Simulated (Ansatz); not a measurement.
**Converging the field response of a PbF2 (111) film**

Aim: a convergence study of the equivalent conductor thickness of a PbF2 (111) film, with the cost of each setting.

Method: plane-wave DFT, PBE, Ansatz PAW, in the first sound run; inputs show where later runs differ, in Ansatz 0.2.0.

This is a report of a sequence of runs, with the program logs left out and the cost of each run kept.

## 1. The starting structure

The cell holds 9 atoms: 6 F and 3 Pb. Cell: a = 4.200 Å, b = 4.200 Å, c = 26.574 Å, α = 90.0°, β = 90.0°, γ = 120.0°. It derives from PbF2 (fluorite PbF2). Vacuum lies along c.

Coordinates:

```cif
data_structure
_symmetry_space_group_name_H-M 'P 1'
_symmetry_Int_Tables_number 1
_cell_length_a 4.2002
_cell_length_b 4.2002
_cell_length_c 26.5737
_cell_angle_alpha 90.000
_cell_angle_beta 90.000
_cell_angle_gamma 120.000
_cell_volume 406.00
loop_
_atom_site_label
_atom_site_type_symbol
_atom_site_fract_x
_atom_site_fract_y
_atom_site_fract_z
_atom_site_occupancy
F1 F 0.66667 0.33333 0.33868 1
Pb2 Pb 0.33333 0.66667 0.37095 1
F3 F 0.00000 0.00000 0.40321 1
F4 F 0.33333 0.66667 0.46774 1
Pb5 Pb 0.00000 0.00000 0.50000 1
F6 F 0.66667 0.33333 0.53226 1
F7 F 0.00000 0.00000 0.59679 1
Pb8 Pb 0.66667 0.33333 0.62905 1
F9 F 0.33333 0.66667 0.66132 1
```

## 2. Single point, setting first choice

The first choice: the default cutoff of 420 eV, a 6×6×1 mesh, 18 Å of vacuum, 0.1 V/Å and a tight threshold. Each later run changes one input against this one; other functionals and files bring their own cutoffs.

input.yaml reads:

```yaml
crystal:
  lattice:
    - [4.20021428, 0.0, 0.0]
    - [-2.10010714, 3.63749227, 0.0]
    - [0.0, 0.0, 26.5736514975]
  atoms:
    - { symbol: F, position: [0.66666667, 0.33333333, 0.3386813438] }
    - { symbol: Pb, position: [0.33333333, 0.66666667, 0.3709450751] }
    - { symbol: F, position: [0.0, 0.0, 0.4032088063] }
    - { symbol: F, position: [0.33333333, 0.66666667, 0.4677362688] }
    - { symbol: Pb, position: [0.0, 0.0, 0.5] }
    - { symbol: F, position: [0.66666667, 0.33333333, 0.5322637312] }
    - { symbol: F, position: [0.0, 0.0, 0.5967911937] }
    - { symbol: Pb, position: [0.66666667, 0.33333333, 0.6290549249] }
    - { symbol: F, position: [0.33333333, 0.66666667, 0.6613186562] }
kpoints:
  mp_grid: { grid: [6, 6, 1] }
hamiltonian:
  xc: pbe
scf:
  occupations: { method: fixed }
  convergence: { dr2_threshold: 1.0e-10 }
efield:
  axis: 3
  dipole_correction: true
  ramp_position: 0.97
  ramp_width: 0.06
  amplitude: 0.1
output:
  write_potential: true
  write_density: true
  volumetric_format: npy
```

The run is started by

```sh
$ ansatz run input.yaml --threads 2 --pin off --max-ram 3072MiB --backend cpu --events-out ev --progress --plain --runs-dir out
```

The job ended after 19 s (2 threads of Arm Neoverse N1, shared host; peak memory 0.59 GiB).

This step gave:

```
gap on the k-mesh                       : 4.153 eV
dipole along the normal                 : 0.06111 e·Å
equivalent conductor thickness p/(ε₀AE) : 7.238 Å
```

Running mean over 3.429 Å of the planar mean, with the applied field; the ramp of the sawtooth is left out. Table of electron's electrostatic potential energy less the highest filled level by z:

```csv
z (Å),electron's electrostatic potential energy less the highest filled level (eV)
3.5,6.38
4.0,6.43
4.5,6.48
5.0,6.53
5.5,6.58
6.0,6.62
6.5,6.61
7.0,6.24
7.5,5.05
8.0,3.35
8.5,1.67
9.0,0.00483
9.5,-0.890
10.0,-1.12
10.5,-1.20
11.0,-1.27
11.5,-1.33
12.0,-1.36
12.5,-1.37
13.0,-1.37
13.5,-1.35
14.0,-1.33
14.5,-1.29
15.0,-1.23
15.5,-1.15
16.0,-1.05
16.5,-0.944
17.0,-0.731
17.5,0.0896
18.0,1.72
18.5,3.48
19.0,5.25
19.5,6.66
20.0,7.21
20.5,7.34
21.0,7.40
21.5,7.46
22.0,7.51
22.5,7.56
23.0,7.61
```

The dipole corresponds to a conductor 7.238 Å thick.

## 3. Single point, box 26.6 Å

Changes to input.yaml since step 2:

```diff
@@ -28,2 +28,4 @@
   amplitude: 0.1
+basis:
+  ecutwfc: "250 eV"
 output:
```

The job ended after 7.9 s (2 threads; peak memory 0.41 GiB).

The dipole corresponds to a conductor 7.168 Å thick, -0.97 % from the first choice, at 0.42 times its CPU time.

## 4. Run, box 26.6 Å

Changes to input.yaml since step 3:

```diff
@@ -29,3 +29,3 @@
 basis:
-  ecutwfc: "250 eV"
+  ecutwfc: "330 eV"
 output:
```

Wall time 13 s (2 threads); peak memory 0.47 GiB.

The dipole corresponds to a conductor 7.230 Å thick, -0.11 % from the first choice, at 0.67 times its CPU time.

## 5. Run, box 26.6 Å (run 2)

Changes to input.yaml since step 4:

```diff
@@ -29,3 +29,3 @@
 basis:
-  ecutwfc: "330 eV"
+  ecutwfc: "600 eV"
 output:
```

The job ended after 31 s (2 threads; peak memory 0.86 GiB).

The dipole corresponds to a conductor 7.239 Å thick, +0.01 % from the first choice, at 1.7 times its CPU time.

## 6. Run, box 26.6 Å (run 3)

Changes to input.yaml since step 5:

```diff
@@ -16,3 +16,3 @@
 kpoints:
-  mp_grid: { grid: [6, 6, 1] }
+  mp_grid: { grid: [1, 1, 1] }
 hamiltonian:
@@ -28,4 +28,2 @@
   amplitude: 0.1
-basis:
-  ecutwfc: "600 eV"
 output:
```

Elapsed: 2.9 s, on 2 threads; peak memory 0.38 GiB; 5.4 s of CPU time.

The dipole corresponds to a conductor 7.408 Å thick, +2.35 % from the first choice, at 0.15 times its CPU time.

## 7. Run, box 26.6 Å (run 4)

Changes to input.yaml since step 6:

```diff
@@ -16,3 +16,3 @@
 kpoints:
-  mp_grid: { grid: [1, 1, 1] }
+  mp_grid: { grid: [2, 2, 1] }
 hamiltonian:
```

It took 4 s on 2 threads; peak memory 0.49 GiB.

The dipole corresponds to a conductor 7.249 Å thick, +0.16 % from the first choice, at 0.20 times its CPU time.

## 8. Single point, box 26.6 Å (run 2)

Changes to input.yaml since step 7:

```diff
@@ -16,3 +16,3 @@
 kpoints:
-  mp_grid: { grid: [2, 2, 1] }
+  mp_grid: { grid: [3, 3, 1] }
 hamiltonian:
```

Elapsed: 8.6 s, on 2 threads; peak memory 0.52 GiB; 17 s of CPU time.

The dipole corresponds to a conductor 7.238 Å thick, -0.00 % from the first choice, at 0.46 times its CPU time.

## 9. Single point, box 26.6 Å (run 3)

Changes to input.yaml since step 8:

```diff
@@ -16,3 +16,3 @@
 kpoints:
-  mp_grid: { grid: [3, 3, 1] }
+  mp_grid: { grid: [12, 12, 1] }
 hamiltonian:
```

It took 55 s on 2 threads; peak memory 0.76 GiB.

The dipole corresponds to a conductor 7.238 Å thick, +0.00 % from the first choice, at 3.0 times its CPU time.

## 10. Run, box 18.6 Å

The cell differs from the one that the last finished run ended in (c 26.574 → 18.574 Å).

input.yaml, the sections that differ from step 9:

```yaml
crystal:
  lattice:
    - [4.20021428, 0.0, 0.0]
    - [-2.10010714, 3.63749227, 0.0]
    - [0.0, 0.0, 18.5736514975]
  atoms:
    - { symbol: F, position: [0.66666667, 0.33333333, 0.2691985472] }
    - { symbol: Pb, position: [0.33333333, 0.66666667, 0.3153588378] }
    - { symbol: F, position: [0.0, 0.0, 0.3615191283] }
    - { symbol: F, position: [0.33333333, 0.66666667, 0.4538397094] }
    - { symbol: Pb, position: [0.0, 0.0, 0.5] }
    - { symbol: F, position: [0.66666667, 0.33333333, 0.5461602906] }
    - { symbol: F, position: [0.0, 0.0, 0.6384808717] }
    - { symbol: Pb, position: [0.66666667, 0.33333333, 0.6846411622] }
    - { symbol: F, position: [0.33333333, 0.66666667, 0.7308014528] }
kpoints:
  mp_grid: { grid: [6, 6, 1] }
# hamiltonian, scf, efield, output: as in step 9
```

The job ended after 13 s (2 threads; peak memory 0.48 GiB; 26 s of CPU time).

The dipole corresponds to a conductor 7.238 Å thick, -0.00 % from the first choice, at 0.71 times its CPU time.

## 11. Run, box 22.6 Å

The cell differs from the one that the last finished run ended in (c 18.574 → 22.574 Å).

input.yaml, the sections that differ from step 10:

```yaml
crystal:
  lattice:
    - [4.20021428, 0.0, 0.0]
    - [-2.10010714, 3.63749227, 0.0]
    - [0.0, 0.0, 22.5736514975]
  atoms:
    - { symbol: F, position: [0.66666667, 0.33333333, 0.3100960428] }
    - { symbol: Pb, position: [0.33333333, 0.66666667, 0.3480768342] }
    - { symbol: F, position: [0.0, 0.0, 0.3860576257] }
    - { symbol: F, position: [0.33333333, 0.66666667, 0.4620192086] }
    - { symbol: Pb, position: [0.0, 0.0, 0.5] }
    - { symbol: F, position: [0.66666667, 0.33333333, 0.5379807914] }
    - { symbol: F, position: [0.0, 0.0, 0.6139423743] }
    - { symbol: Pb, position: [0.66666667, 0.33333333, 0.6519231658] }
    - { symbol: F, position: [0.33333333, 0.66666667, 0.6899039572] }
# kpoints, hamiltonian, scf, efield, output: as in step 10
```

Run time: 16 s. Hardware: 2 threads; peak memory 0.54 GiB; 31 s of CPU time.

The dipole corresponds to a conductor 7.238 Å thick, +0.01 % from the first choice, at 0.86 times its CPU time.

## 12. Single point, box 34.6 Å

The cell differs from the one that the last finished run ended in (c 22.574 → 34.574 Å).

input.yaml, the sections that differ from step 11:

```yaml
crystal:
  lattice:
    - [4.20021428, 0.0, 0.0]
    - [-2.10010714, 3.63749227, 0.0]
    - [0.0, 0.0, 34.5736514975]
  atoms:
    - { symbol: F, position: [0.66666667, 0.33333333, 0.3760088807] }
    - { symbol: Pb, position: [0.33333333, 0.66666667, 0.4008071045] }
    - { symbol: F, position: [0.0, 0.0, 0.4256053284] }
    - { symbol: F, position: [0.33333333, 0.66666667, 0.4752017761] }
    - { symbol: Pb, position: [0.0, 0.0, 0.5] }
    - { symbol: F, position: [0.66666667, 0.33333333, 0.5247982239] }
    - { symbol: F, position: [0.0, 0.0, 0.5743946716] }
    - { symbol: Pb, position: [0.66666667, 0.33333333, 0.5991928955] }
    - { symbol: F, position: [0.33333333, 0.66666667, 0.6239911193] }
# kpoints, hamiltonian, scf, efield, output: as in step 11
```

Wall time 24 s (2 threads); peak memory 0.71 GiB.

The dipole corresponds to a conductor 7.238 Å thick, -0.01 % from the first choice, at 1.3 times its CPU time.

## 13. Single point, box 26.6 Å (run 4)

input.yaml, the sections that differ from step 12:

```yaml
crystal:
  lattice:
    - [4.20021428, 0.0, 0.0]
    - [-2.10010714, 3.63749227, 0.0]
    - [0.0, 0.0, 26.5736514975]
  atoms:
    - { symbol: F, position: [0.66666667, 0.33333333, 0.3386813438] }
    - { symbol: Pb, position: [0.33333333, 0.66666667, 0.3709450751] }
    - { symbol: F, position: [0.0, 0.0, 0.4032088063] }
    - { symbol: F, position: [0.33333333, 0.66666667, 0.4677362688] }
    - { symbol: Pb, position: [0.0, 0.0, 0.5] }
    - { symbol: F, position: [0.66666667, 0.33333333, 0.5322637312] }
    - { symbol: F, position: [0.0, 0.0, 0.5967911937] }
    - { symbol: Pb, position: [0.66666667, 0.33333333, 0.6290549249] }
    - { symbol: F, position: [0.33333333, 0.66666667, 0.6613186562] }
efield:
  axis: 3
  dipole_correction: true
  ramp_position: 0.97
  ramp_width: 0.06
  amplitude: 0.005
# kpoints, hamiltonian, scf, output: as in step 12
```

Wall time 18 s (2 threads); peak memory 0.59 GiB.

The dipole corresponds to a conductor 7.236 Å thick, -0.03 % from the first choice, at 0.94 times its CPU time.

## 14. Single point, box 26.6 Å (run 5)

Changes to input.yaml since step 13:

```diff
@@ -27,3 +27,3 @@
   ramp_width: 0.06
-  amplitude: 0.005
+  amplitude: 0.03
 output:
```

The job ended after 19 s (2 threads; peak memory 0.59 GiB; 37 s of CPU time).

The dipole corresponds to a conductor 7.238 Å thick, -0.00 % from the first choice, at 1.00 times its CPU time.

## 15. Single point, box 26.6 Å (run 6)

Changes to input.yaml since step 14:

```diff
@@ -27,3 +27,3 @@
   ramp_width: 0.06
-  amplitude: 0.03
+  amplitude: 0.3
 output:
```

Wall time 19 s (2 threads); peak memory 0.59 GiB.

The dipole corresponds to a conductor 7.240 Å thick, +0.03 % from the first choice, at 1.0 times its CPU time.

## 16. Run, box 26.6 Å (run 5)

Changes to input.yaml since step 15:

```diff
@@ -21,3 +21,3 @@
   occupations: { method: fixed }
-  convergence: { dr2_threshold: 1.0e-10 }
+  convergence: { dr2_threshold: 0.0001 }
 efield:
@@ -27,3 +27,3 @@
   ramp_width: 0.06
-  amplitude: 0.3
+  amplitude: 0.1
 output:
```

Elapsed: 16 s, on 2 threads; peak memory 0.59 GiB.

The dipole corresponds to a conductor 7.239 Å thick, +0.02 % from the first choice, at 0.87 times its CPU time.

## 17. Run, box 26.6 Å (run 6)

Changes to input.yaml since step 16:

```diff
@@ -21,3 +21,3 @@
   occupations: { method: fixed }
-  convergence: { dr2_threshold: 0.0001 }
+  convergence: { dr2_threshold: 1.0e-06 }
 efield:
```

Elapsed: 18 s, on 2 threads; peak memory 0.59 GiB.

The dipole corresponds to a conductor 7.244 Å thick, +0.09 % from the first choice, at 0.95 times its CPU time.

## 18. Single point, box 26.6 Å (run 7)

Changes to input.yaml since step 17:

```diff
@@ -21,3 +21,3 @@
   occupations: { method: fixed }
-  convergence: { dr2_threshold: 1.0e-06 }
+  convergence: { dr2_threshold: 1.0e-08 }
 efield:
```

It took 18 s on 2 threads; peak memory 0.59 GiB.

The dipole corresponds to a conductor 7.237 Å thick, -0.01 % from the first choice, at 0.93 times its CPU time.

## 19. Single point, box 26.6 Å (run 8)

This step: plane-wave DFT, LDA, Ansatz PAW (Ansatz 0.2.0).

Changes to input.yaml since step 18:

```diff
@@ -18,6 +18,6 @@
 hamiltonian:
-  xc: pbe
+  xc: lda
 scf:
   occupations: { method: fixed }
-  convergence: { dr2_threshold: 1.0e-08 }
+  convergence: { dr2_threshold: 1.0e-10 }
 efield:
```

The job ended after 18 s (2 threads; peak memory 0.57 GiB; 35 s of CPU time).

The dipole corresponds to a conductor 7.265 Å thick, +0.37 % from the first choice, at 0.97 times its CPU time.

## 20. Single point, box 26.6 Å (run 9)

This step: plane-wave DFT, r2SCAN, Ansatz PAW (Ansatz 0.2.0).

Changes to input.yaml since step 19:

```diff
@@ -18,3 +18,3 @@
 hamiltonian:
-  xc: lda
+  xc: r2scan
 scf:
```

Run time: 49 s. Hardware: 2 threads; peak memory 1.3 GiB.

The dipole corresponds to a conductor 7.089 Å thick, -2.06 % from the first choice, at 2.7 times its CPU time.

## 21. Run, box 26.6 Å (run 7)

This step: plane-wave DFT, PBE, norm-conserving (Ansatz 0.2.0).

Changes to input.yaml since step 20:

```diff
@@ -18,3 +18,4 @@
 hamiltonian:
-  xc: r2scan
+  xc: pbe
+  pseudopotentials: { kind: nc }
 scf:
```

Wall time 2.7 min (2 threads); peak memory 2 GiB; 5.3 min of CPU time.

The dipole corresponds to a conductor 7.230 Å thick, -0.11 % from the first choice, at 8.7 times its CPU time.

## 22. Single point, box 26.6 Å (run 10)

This step: plane-wave DFT, PBE, JTH PAW (Ansatz 0.2.0).

Changes to input.yaml since step 21:

```diff
@@ -19,3 +19,3 @@
   xc: pbe
-  pseudopotentials: { kind: nc }
+  pseudopotentials: { kind: paw, source: jth }
 scf:
```

It took 2.8 min on 2 threads; peak memory 2.2 GiB.

The dipole corresponds to a conductor 7.231 Å thick, -0.10 % from the first choice, at 8.9 times its CPU time.

## 23. Comparing the runs

Times are for 2 threads of Arm Neoverse N1, shared host. The series side by side:

```csv
no.,setting,equivalent conductor thickness p/(ε₀AE) (Å),time,memory (GiB)
1,first choice,7.238,19 s,0.59
2,cutoff 250 eV,7.168,7.9 s,0.41
3,cutoff 330 eV,7.230,13 s,0.47
4,cutoff 600 eV,7.239,31 s,0.86
5,mesh 1x1,7.408,2.9 s,0.38
6,mesh 2x2,7.249,4 s,0.49
7,mesh 3x3,7.238,8.6 s,0.52
8,mesh 12x12,7.238,55 s,0.76
9,vacuum 10 Å,7.238,13 s,0.48
10,vacuum 14 Å,7.238,16 s,0.54
11,vacuum 26 Å,7.238,24 s,0.71
12,field 0.005 V/Å,7.236,18 s,0.59
13,field 0.03 V/Å,7.238,19 s,0.59
14,field 0.3 V/Å,7.240,19 s,0.59
15,SCF threshold 1e-04 eV,7.239,16 s,0.59
16,SCF threshold 1e-06 eV,7.244,18 s,0.59
17,SCF threshold 1e-08 eV,7.237,18 s,0.59
18,"LDA, Ansatz PAW (420 eV)",7.265,18 s,0.57
19,"r2SCAN, Ansatz PAW (500 eV)",7.089,49 s,1.3
20,"PBE, norm-conserving (1320 eV)",7.230,2.7 min,2.0
21,"PBE, JTH PAW (1800 eV)",7.231,2.8 min,2.2
```

## 24. Summary of results

```
equivalent conductor thickness, first choice                : 7.238 Å
equivalent conductor thickness, cutoff 600 eV               : 7.239 Å
equivalent conductor thickness, mesh 1x1                    : 7.408 Å
equivalent conductor thickness, vacuum 26 Å                 : 7.238 Å
equivalent conductor thickness, LDA, Ansatz PAW (420 eV)    : 7.265 Å
equivalent conductor thickness, r2SCAN, Ansatz PAW (500 eV) : 7.089 Å
```

What this shows: The first choice gives 7.24 Å. Numerical settings off by more than 1 % against it: mesh 1x1 (+2.4 %). The cheapest single change that stays within 0.5 % is mesh 2x2, at 20 % of the CPU time. Functionals and files move it by +0.4 % (LDA, Ansatz PAW (420 eV)), -2.1 % (r2SCAN, Ansatz PAW (500 eV)), -0.1 % (PBE, norm-conserving (1320 eV)) and -0.1 % (PBE, JTH PAW (1800 eV)). The film is symmetric and its atoms are held, so the dipole is the electronic response to the field alone. Times of a few seconds on a shared host rank the settings only roughly. In 1 run of the series (cutoff 250 eV) the program warns that electrons reach the sawtooth's ramp, which makes dipole and work function less sure.

[Long decimals in the printed logs are rounded to 6 places.]

[Logs are printed without paths, hosts, clocks, repeated set-up lines and the standing remarks that a program may print on its own settings, such as how far it seeks lower states.]

[Hosts, paths, dates, database ids (printed as entryN), source tags and the programs' standing remarks are cut or masked in the printed files.]

[Maps of the electrostatic potential energy from Ansatz leave out the sawtooth potential of an applied field or a dipole correction, so their vacuum need not be flat; planar profiles and work functions include it.]
